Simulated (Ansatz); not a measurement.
# I on Rh(111): change of the work function, part 2 of 2

How does one ordered layer of I (fcc site) change the work function of Rh(111), and what dipole does each adsorbate carry?

Ansatz 0.2.0; plane-wave DFT, PBE, Ansatz PAW.

So far, work function, upper face (eV): step 2 (the clean slab) 5.17.

### Step 3. The covered slab

System of this step: Rh16I (I/Rh(111)). The cell holds 17 atoms: 16 Rh and 1 I. Cell: a = 5.374 Å, b = 5.374 Å, c = 27.017 Å, α = 90.0°, β = 90.0°, γ = 60.0°. Vacuum lies along c.

The clean slab as it ended is repeated in the plane and the adsorbate is set on one face; the cell's size fixes the coverage, and the k-mesh shrinks with it to keep the sampling density about even. Adsorbate and upper layers relax, since the dipole depends on the height.

The input, input.yaml:

```yaml
crystal:
  lattice:
    - [5.374011537, -1.0e-10, 0.0]
    - [2.6870057685, 4.6540305112, 0.0]
    - [0.0, 0.0, 27.0172313924]
  atoms:
    - { symbol: Rh, position: [0.0, 0.0, 0.3331207358] }
    - { symbol: Rh, position: [0.1666666667, 0.1666666667, 0.4143256154] }
    - { symbol: Rh, position: [0.3333333333, 0.3333333333, 0.4953908062] }
    - { symbol: Rh, position: [0.0, 0.0, 0.5764399112] }
    - { symbol: Rh, position: [0.0, 0.5, 0.3331207358] }
    - { symbol: Rh, position: [0.1666666667, 0.6666666667, 0.4143256154] }
    - { symbol: Rh, position: [0.3333333333, 0.8333333333, 0.4953908062] }
    - { symbol: Rh, position: [0.0, 0.5, 0.5764399112] }
    - { symbol: Rh, position: [0.5, 0.0, 0.3331207358] }
    - { symbol: Rh, position: [0.6666666667, 0.1666666667, 0.4143256154] }
    - { symbol: Rh, position: [0.8333333333, 0.3333333333, 0.4953908062] }
    - { symbol: Rh, position: [0.5, 0.0, 0.5764399112] }
    - { symbol: Rh, position: [0.5, 0.5, 0.3331207358] }
    - { symbol: Rh, position: [0.6666666667, 0.6666666667, 0.4143256154] }
    - { symbol: Rh, position: [0.8333333333, 0.8333333333, 0.4953908062] }
    - { symbol: Rh, position: [0.5, 0.5, 0.5764399112] }
    - { symbol: I, position: [0.1666666667, 0.1666666667, 0.6668792642] }
kpoints:
  mp_grid: { grid: [6, 6, 1] }
hamiltonian:
  xc: pbe
scf:
  occupations: { method: fermi_dirac, width: 0.1 }
  convergence: { dr2_threshold: 1.0e-08 }
efield:
  axis: 3
  dipole_correction: true
  ramp_position: 0.97
  ramp_width: 0.06
relax:
  f_tol: 0.02
  max_steps: 60
  constraints: [{ sites: [0, 1, 4, 5, 8, 9, 12, 13] }]
output:
  dos: { projected: true, e_range: [-8, 4] }
  write_potential: true
  write_density: true
  volumetric_format: npy
  elf: true
```

Command:

```bash
$ ansatz run input.yaml --threads 4 --pin off --max-ram 6144MiB --backend cpu --events-out ev --progress --plain --runs-dir out
```

The log of the run:

```text
[...]
Crystal: 17 atoms, lattice volume = 675.723 Å³
Basis set: ecut = 420 eV, 13117 PW (Γ), exchange–correlation on 72×72×384 points (8 copies of the dense FFT grid, shifted against one another)
Bands: 174, of which v1, the nominal top of the filled ones, is band 145 counted from 1 (144 counted from 0)
Symmetry: 6 space group operations
[...]
k-points: 7 of 36 (time reversal used)
[...]
SCF iter   1: F=—  HF=-109954.686472 eV  |F-HF|=—  |Δ(HF+E_count)|=         —  Δρ=9.65e-3  dr2=8.85e0  ethr=1.77e-3  p=0.117 e·Å  D=3.14e-2 V/Å  ΔV_dip=-0.85 eV  dr2_dipole=3.50e0  V_vac-E_F(+/−)=4.23/5.08 eV  ⟨swp⟩=8.0  Hψ=5427  notcnv=0  defer=30
[...]
SCF iter  11: F=-109954.625322 eV  HF=-109954.625322 eV  |F-HF|=2.09e-8  |Δ(HF+E_count)|=   7.15e-8  Δρ=3.52e-7  dr2=1.34e-9  ethr=3.46e-12  p=0.064 e·Å  D=1.71e-2 V/Å  ΔV_dip=-0.46 eV  dr2_dipole=4.93e-12  V_vac-E_F(+/−)=4.68/5.15 eV  ⟨swp⟩=15.4  Hψ=8611  notcnv=0
SCF 1 converged in 11 iterations: F = -109954.625322 eV  dr2 = 1.34e-9
[...]
relax step   1: F+E_penalty+E_count = -109954.62532175 eV  Δ(F+E_penalty+E_count) = +0.000e0 eV  max|allowed force component| = 1.161e0 eV/Å  Δτ_max = 0.0000 Å  (11 SCF iters, accepted)
[...]
SCF iter  10: F=-109954.813863 eV  HF=-109954.813863 eV  |F-HF|=3.22e-8  |Δ(HF+E_count)|=   5.61e-8  Δρ=7.69e-7  dr2=8.82e-9  ethr=3.46e-12  p=0.113 e·Å  D=3.03e-2 V/Å  ΔV_dip=-0.82 eV  dr2_dipole=1.35e-10  V_vac-E_F(+/−)=4.33/5.15 eV  ⟨swp⟩=16.0  Hψ=8907  notcnv=0
SCF 2 converged in 10 iterations: F = -109954.813863 eV  dr2 = 8.82e-9
relax step   2: F+E_penalty+E_count = -109954.81386263 eV  Δ(F+E_penalty+E_count) = -1.885e-1 eV  max|allowed force component| = 2.906e-1 eV/Å  Δτ_max = 0.1947 Å  (10 SCF iters, accepted)
SCF iter   1: F=—  HF=-109954.825735 eV  |F-HF|=—  |Δ(HF+E_count)|=         —  Δρ=2.08e-3  dr2=5.39e-2  ethr=1.75e-4  p=0.113 e·Å  D=3.03e-2 V/Å  ΔV_dip=-0.82 eV  dr2_dipole=1.81e-5  V_vac-E_F(+/−)=4.33/5.15 eV  ⟨swp⟩=4.0  Hψ=2425  notcnv=0  defer=49
[...]
SCF iter   9: F=-109954.821498 eV  HF=-109954.821498 eV  |F-HF|=3.10e-8  |Δ(HF+E_count)|=   1.48e-7  Δρ=6.91e-7  dr2=6.14e-9  ethr=3.46e-12  p=0.128 e·Å  D=3.43e-2 V/Å  ΔV_dip=-0.93 eV  dr2_dipole=6.24e-10  V_vac-E_F(+/−)=4.22/5.15 eV  ⟨swp⟩=15.3  Hψ=9034  notcnv=0
SCF 3 converged in 9 iterations: F = -109954.821498 eV  dr2 = 6.14e-9
relax step   3: F+E_penalty+E_count = -109954.82149840 eV  Δ(F+E_penalty+E_count) = -7.636e-3 eV  max|allowed force component| = 1.810e-1 eV/Å  Δτ_max = 0.0638 Å  (9 SCF iters, accepted)
SCF iter   1: F=—  HF=-109954.823140 eV  |F-HF|=—  |Δ(HF+E_count)|=         —  Δρ=6.67e-4  dr2=6.70e-3  ethr=2.34e-5  p=0.128 e·Å  D=3.43e-2 V/Å  ΔV_dip=-0.93 eV  dr2_dipole=2.41e-7  V_vac-E_F(+/−)=4.22/5.15 eV  ⟨swp⟩=2.4  Hψ=2154  notcnv=0  defer=48
[...]
SCF iter   8: F=-109954.823918 eV  HF=-109954.823918 eV  |F-HF|=1.45e-8  |Δ(HF+E_count)|=   9.53e-8  Δρ=6.33e-7  dr2=4.80e-9  ethr=3.46e-12  p=0.123 e·Å  D=3.29e-2 V/Å  ΔV_dip=-0.89 eV  dr2_dipole=8.85e-11  V_vac-E_F(+/−)=4.26/5.15 eV  ⟨swp⟩=14.4  Hψ=9264  notcnv=0
SCF 4 converged in 8 iterations: F = -109954.823918 eV  dr2 = 4.80e-9
relax step   4: F+E_penalty+E_count = -109954.82391782 eV  Δ(F+E_penalty+E_count) = -2.419e-3 eV  max|allowed force component| = 1.692e-2 eV/Å  Δτ_max = 0.0240 Å  (8 SCF iters, accepted)
NSCF: frozen V_eff on 7 k-points
[...]
SCF converged after 8 iterations
Free energy (F): -109954.823918 eV
[...]
Internal energy: -109953.985985 eV  (E = F + TS)
E sigma→0 (E₀):  -109954.404951 eV
Entropy (-TS):   -0.837933 eV (-49.290 meV/atom)
Fermi energy:    4.802505 eV
Dipole field:    D = 0.032882 V/Å  (p = 0.122791 e·Å, saw-weighted, corrected)
Work function:   Φ+ = 4.2602 eV   Φ− = 5.1486 eV
[...]
--- Forces (eV/Å), atoms counted from 1 ---
  atom   1  Rh    -0.01664917    -0.00961240     0.06227413
  atom   2  Rh     0.00000000     0.00000000    -0.00681384
  atom   3  Rh    -0.00067463    -0.00038950     0.00355355
  atom   4  Rh     0.00920563     0.00531487     0.00035372
  atom   5  Rh     0.00000000     0.01922481     0.06227413
  atom   6  Rh    -0.07987135     0.04611375    -0.08031820
  atom   7  Rh     0.00000000     0.00077900     0.00355355
  atom   8  Rh    -0.00000000    -0.01062975     0.00035372
  atom   9  Rh     0.01664917    -0.00961240     0.06227413
  atom  10  Rh    -0.00000000    -0.09222749    -0.08031820
  atom  11  Rh     0.00067463    -0.00038950     0.00355355
  atom  12  Rh    -0.00920563     0.00531487     0.00035372
  atom  13  Rh     0.00000000     0.00000000     0.05704908
  atom  14  Rh     0.07987135     0.04611375    -0.08031820
  atom  15  Rh     0.00000000     0.00000000     0.00817631
  atom  16  Rh    -0.00000000     0.00000000     0.00090650
  atom  17  I     -0.00000000    -0.00000000    -0.01692489
  max |Σ_I F_I| component: 1.73e-5 eV/Å
--- Band table (eV; the first three rows and the last of 7) ---
  k-point 0: bands = [... 141 lower, 5.1445, 5.2276, 5.2276, 5.3960, 5.4044, 5.4044, 5.4627, 5.5470, ... 25 higher]
  k-point 1: bands = [... 141 lower, 5.0170, 5.0277, 5.1383, 5.1471, 5.1817, 5.2137, 5.2467, 5.3590, ... 25 higher]
  k-point 2: bands = [... 141 lower, 4.4316, 4.5101, 4.6137, 4.6505, 4.7275, 4.8279, 4.8668, 4.9430, ... 25 higher]
  k-point 6: bands = [... 141 lower, 4.4704, 4.5453, 4.5752, 4.7944, 4.8084, 4.8265, 4.8904, 4.9629, ... 25 higher]
--- Relaxed structure (4 steps of the walk, 4 accepted, 0 SCFs on fresh bases) ---
  F+E_penalty+E_count = -109954.82391782 eV   max|allowed force component| = 1.692e-2 eV/Å
  atoms:
    - { symbol: Rh, position: [-1.795949e-17, -1.795949e-17, 0.3331207358] }
    - { symbol: Rh, position: [0.166667, 0.166667, 0.414326] }
    - { symbol: Rh, position: [0.333367, 0.333367, 0.495285] }
    - { symbol: Rh, position: [-0.00314634, -0.00314634, 0.577458] }
    - { symbol: Rh, position: [0.0, 0.5, 0.3331207358] }
    - { symbol: Rh, position: [0.166667, 0.666667, 0.414326] }
    - { symbol: Rh, position: [0.333367, 0.833266, 0.495285] }
    - { symbol: Rh, position: [-0.00314634, 0.506293, 0.577458] }
    - { symbol: Rh, position: [0.500000, -1.795949e-17, 0.3331207358] }
    - { symbol: Rh, position: [0.666667, 0.166667, 0.414326] }
    - { symbol: Rh, position: [0.833266, 0.333367, 0.495285] }
    - { symbol: Rh, position: [0.506293, -0.00314634, 0.577458] }
    - { symbol: Rh, position: [0.500000, 0.500000, 0.3331207358] }
    - { symbol: Rh, position: [0.666667, 0.666667, 0.414326] }
    - { symbol: Rh, position: [0.833333, 0.833333, 0.497084] }
    - { symbol: Rh, position: [0.500000, 0.500000, 0.575792] }
    - { symbol: I, position: [0.166667, 0.166667, 0.658197] }
```

Elapsed: 62 s, on 4 threads of Intel Xeon Platinum 8375C at 2.90GHz (Ice Lake), shared host; peak memory 2.9 GiB.

The steps of the relaxation:

```csv
step,energy less that of the first step (eV),largest force component (eV/Å)
1,0.0000,1.1609
2,-0.1885,0.2906
3,-0.1962,0.1810
4,-0.1986,0.0169
```

Forces are held to the 6 operations that the program found; a distortion that breaks them can't arise in this run.

The atoms that moved most (Å):

```csv
atom,dx,dy,dz,length
I17,0.000,0.000,-0.235,0.235
Rh15,0.000,0.000,0.046,0.046
Rh4,-0.025,-0.015,0.028,0.040
Rh8,0.000,0.029,0.028,0.040
Rh12,0.025,-0.015,0.028,0.040
Rh16,0.000,0.000,-0.018,0.018
```

The relaxed structure:

```
Rh I
1.0
     5.37401    0.00000    0.00000
     2.68701    4.65403    0.00000
     0.00000    0.00000   27.01723
Rh I
16 1
Direct
  0.00000 0.00000 0.33312
  0.16667 0.16667 0.41433
  0.33337 0.33337 0.49529
  0.99685 0.99685 0.57746
  0.00000 0.50000 0.33312
  0.16667 0.66667 0.41433
  0.33337 0.83327 0.49529
  0.99685 0.50629 0.57746
  0.50000 0.00000 0.33312
  0.66667 0.16667 0.41433
  0.83327 0.33337 0.49529
  0.50629 0.99685 0.57746
  0.50000 0.50000 0.33312
  0.66667 0.66667 0.41433
  0.83333 0.83333 0.49708
  0.50000 0.50000 0.57579
  0.16667 0.16667 0.65820
```

Numbers from this step:

```
energy at zero smearing        : -109954.4050 eV
work function, upper face      : 4.260 eV
work function, lower face      : 5.149 eV
dipole along the normal        : 0.1228 e·Å
step between the vacuum levels : -0.8884 eV
```

Running mean over 2.194 Å of the planar mean; the ramp of the sawtooth is left out. Electron's electrostatic potential energy less the Fermi level against z:

```csv
z (Å),electron's electrostatic potential energy less the Fermi level (eV)
3.5,5.15
4.0,5.15
4.5,5.15
5.0,5.14
5.5,5.13
6.0,5.08
6.5,4.89
7.0,4.14
7.5,0.952
8.0,-5.59
8.5,-11.0
9.0,-12.7
9.5,-13.0
10.0,-13.1
10.5,-13.1
11.0,-13.2
11.5,-13.2
12.0,-13.2
12.5,-13.2
13.0,-13.2
13.5,-13.2
14.0,-13.1
14.5,-13.1
15.0,-13.0
15.5,-13.0
16.0,-12.3
16.5,-8.36
17.0,-2.52
17.5,0.506
18.0,1.26
18.5,2.02
19.0,2.79
19.5,3.58
20.0,4.09
20.5,4.22
21.0,4.25
21.5,4.26
22.0,4.26
22.5,4.26
23.0,4.26
23.5,4.26
```

The density of states has structure finer than the step of the table below, so its rows give means over 0.25 eV. Peaks (eV: height): -4.420: 54.9, -3.040: 46.7, -2.770: 69.7, -2.500: 46.1, -2.350: 62.9, -2.290: 66.3, 0.300: 49.6.

Table of density of states by energy, zero at the Fermi level; means over each step:

```csv
energy (eV),density of states (states/eV a cell)
-7.75,0
-7.50,0.0899
-7.25,0.869
-7.00,0.911
-6.75,1.04
-6.50,1.16
-6.25,2.32
-6.00,5.74
-5.75,12.7
-5.50,23.5
-5.25,26.8
-5.00,27.0
-4.75,23.4
-4.50,31.6
-4.25,19.3
-4.00,24.5
-3.75,17.1
-3.50,21.1
-3.25,22.2
-3.00,30.8
-2.75,38.3
-2.50,33.2
-2.25,31.6
-2.00,26.1
-1.75,19.0
-1.50,29.2
-1.25,19.6
-1.00,23.0
-0.75,27.1
-0.50,27.3
-0.25,23.4
0.00,24.9
0.25,34.5
0.50,31.2
0.75,16.4
1.00,5.96
1.25,4.57
1.50,5.20
1.75,4.79
```

Projected DOS per atom over height of the atomic layer and energy from the Fermi level. Layers: Rh4 Rh4 Rh4 Rh4 I from below.

Ten even steps from '0' (0.00 states/eV) to '9' (2.27 states/eV), each cell a mean:
```
11010
11111
32231
89972
75561
86581
85571
76562
84472
96682
89982
56763
45548
55566
66566
49953
27834
02212
00000
00000
00000
00000
```
Columns: height of the atomic layer (Å) from 9 to 17.8; rows upwards: energy from the Fermi level (eV) from -7.96 to 1.95.

Valence density in the ca plane at fractional y = 0.167, with atoms of Rh and I within 0.2 Å of it. It is the smooth field of the valence electrons, not physical close to the nuclei.

Ten steps, logarithmic in the rise over the least value, from '0' (0 e/Å³) to '9' (17 e/Å³), each cell a mean:
```
45432222222345432345432222210000000000000000
45432223222345432245431111100000000000000000
33322356532233322233321000000000000000000000
22222578752222211122211000000000000000000000
12223589863222111112110000000000000000000000
22222478752222211122211000000000000000000000
34322345432234322234321000000000000000000000
45432222222345432345431111100000000000000000
45432223222345432245422222211000000000000000
33322356532233321223322345432000000000000000
22222578752222211122222479742100000000000000
12223589863222111112223589853100000000000000
22222578752222211122222478742100000000000000
34322345432233322233322344431000000000000000
```
Columns run along c (16.0 Å, from fractional 0.32 to 0.91 of the cell), rows up along a (5.4 Å). Atoms in or near the plane, at fractional coordinates: Rh at (0.41, 0.17), Rh at (0.41, 0.67), I at (0.66, 0.17).

Electrostatic potential energy in the ca plane at fractional y = 0.167, with atoms of Rh and I within 0.2 Å of it. With pseudopotentials it is smooth inside the atoms' cores, unlike the true potential.

Ten even steps from '0' (-48 eV) to '9' (9 eV), each cell a mean:
```
53589988899853578853579988899999999999999999
54589988899853588864589999999999999999999999
77788732478876789987789999999999999999999999
98998400038998999998999999999999999999999999
99998200027999999999999999999999999999999999
88898400048988899988899999999999999999999999
76789853578876789876789999999999999999999999
53589988899853588853589999999999999999999999
54589988899853588864588887889999999999999999
77788742478876789987888656668999999999999999
98998400038998999999987579757999999999999999
99998200027999999999987599967999999999999999
88898400048988999998887578757999999999999999
76789853579876789876788755578999999999999999
```
Columns run along c (16.0 Å, from fractional 0.32 to 0.91 of the cell; values clipped at the 3rd and 97th percentile), rows up along a (5.4 Å). Atoms in or near the plane, at fractional coordinates: Rh at (0.41, 0.17), Rh at (0.41, 0.67), I at (0.66, 0.17).

ELF in the ca plane at fractional y = 0.167, with atoms of Rh and I within 0.2 Å of it. It is the smooth field of the valence electrons, not physical close to the nuclei.

Ten even steps from '0' (0.00) to '9' (0.77), each cell a mean:
```
45432233333355433345533689998631000000000000
45433223333345433345432357776420000000000000
33323356533333322233332112332100000000000000
33333589853333222223332100000000000000000000
33333699963333322233332100000000000000000000
33333489853333222223332100000000000000000000
34333345433333322234332223432100000000000000
45432233333345433345532367886420000000000000
45433233333345423345423688999741000000000000
33323356533333322223225777899852000000000000
33333589853333222222236643589963100000000000
33333699963333222223346624379963100000000000
33233589853333222222236653589963100000000000
34333345433333322233325777899852000000000000
```
Columns run along c (16.0 Å, from fractional 0.32 to 0.91 of the cell), rows up along a (5.4 Å). Atoms in or near the plane, at fractional coordinates: Rh at (0.41, 0.17), Rh at (0.41, 0.67), I at (0.66, 0.17).

The relaxation took 4 steps and lowered the energy by 0.20 eV; the largest force on the free atoms ends at 0.017 eV/Å.

By hand: a sheet of dipoles makes a step −p/(ε₀A) in the electron's potential. With e/ε₀ = 180.95 V·Å, p = 0.1228 e·Å and A = 25.01 Å², that is −180.95 × (0.1228) / 25.01 = -0.888 eV, and the two vacuum levels of the run differ by -0.888 eV.

The covered face has 4.26 eV, -0.91 eV against the clean one; the bare back face has moved by -0.02 eV, a measure of how thin the slab is.

### Step 4. Work function against coverage

This step: plane-wave DFT, PBE, Ansatz PAW; work function against coverage (Ansatz 0.2.0).

The runs are now put side by side.

This step gave:

```yaml
work_function_of_the_clean_face: 5.167 eV
largest_change_of_the_work_function: -0.9072 eV
```

Work function of the covered face against coverage:

```csv
coverage (adsorbates/nm²),work function of the covered face (eV)
0.00,5.17
4.00,4.26
```

The dipole per adsorbate comes from the change of the cell's dipole. Coverage, by row:

```csv
coverage (1/nm²),coverage (ML),work function (eV),change (eV),"dipole per adsorbate, positive end outwards (debye)",mean height of the added atoms over the highest substrate atom (Å)
3.998,0.25,4.26,-0.9072,0.589,2.181
```

### Step 5. Outcome

- work function of the clean face: 5.17 eV
- work function at 0.25 ML: 4.26 eV
- dipole per adsorbate at 0.25 ML, positive end outwards: 0.59 D

In words: I lowers the work function of Rh(111) at the lowest coverage, by 0.91 eV: the adsorbate layer has its positive end outwards. An electronegative adsorbate that lowers the work function shows that charge transfer alone doesn't fix the sign: the pushed-back electron tail of the metal and the adsorbate's own polarisation count too. One coverage alone was completed, so no trend follows. The slab has 4 layers, at the tabulated experimental lattice constant, one starting site was run, and quantum-size effects of a slab this thin can reach one or two tenths of an eV.

[Long decimals in the printed logs are rounded to 6 places.]

[Logs are printed without paths, hosts, clocks, repeated set-up lines and the standing remarks that a program may print on its own settings, such as how far it seeks lower states.]

[Hosts, paths, dates, database ids (printed as entryN), source tags and the programs' standing remarks are cut or masked in the printed files.]

[Maps of the electrostatic potential energy from Ansatz leave out the sawtooth potential of an applied field or a dipole correction, so their vacuum need not be flat; planar profiles and work functions include it.]
